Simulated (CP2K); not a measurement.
Consider benzothiophene at its PBE geometry (Å).

```xyz
15

C    -1.8191   -0.9177   -0.3308
C    -2.1254    0.4552   -0.2398
C    -1.1254    1.3977   -0.0149
C     0.1953    0.9466    0.1168
S     1.6160    1.9114    0.3999
C     2.6288    0.5033    0.3989
C     1.9350   -0.6565    0.1946
C     0.5260   -0.4358    0.0282
C    -0.5099   -1.3658   -0.2002
H    -2.6208   -1.6344   -0.5077
H    -3.1584    0.7858   -0.3459
H    -1.3649    2.4582    0.0555
H     3.6976    0.6191    0.5538
H     2.4042   -1.6378    0.1634
H    -0.2791   -2.4292   -0.2718
```

Method: CP2K XAS_TDP, all-electron GAPW, PBEh(45%), aug-cc-pVDZ, TDA, ZORA, spin–orbit coupling.

**Question.** Where do the S L₂,₃-edge lines lie, and how strong are they?

Leading lines: S5 166.35 eV. The leading line of an atom is its first one with 35 % of the strongest within 2.5 eV of its lowest line over the strength cut. 

The first six lines of each atom with a strength over 0.0003:

```tsv
atom	energy (eV)	states	strength, one atom
S5 (bonded to 2 C)	164.19	2	0.0019
	164.37	1	0.0009
	164.61	2	0.0003
	164.76	1	0.0009
	165.28	1	0.0016
	165.51	1	0.0018
```

Lines are vertical, at one geometry, with no vibrational structure. Without a correction of the core level, line positions, and the gaps between valence and Rydberg lines, follow the share of exact exchange. Rydberg lines, and the discretised continuum above threshold, depend on the basis and the box.

[Banner, clock and machine lines of the logs are left out without a mark of their own.]

[Logs are printed without paths, hosts, clocks, repeated set-up lines and the standing remarks that a program may print on its own settings, such as how far it seeks lower states.]

[Hosts, paths, dates, database ids (printed as entryN), source tags and the programs' standing remarks are cut or masked in the printed files.]
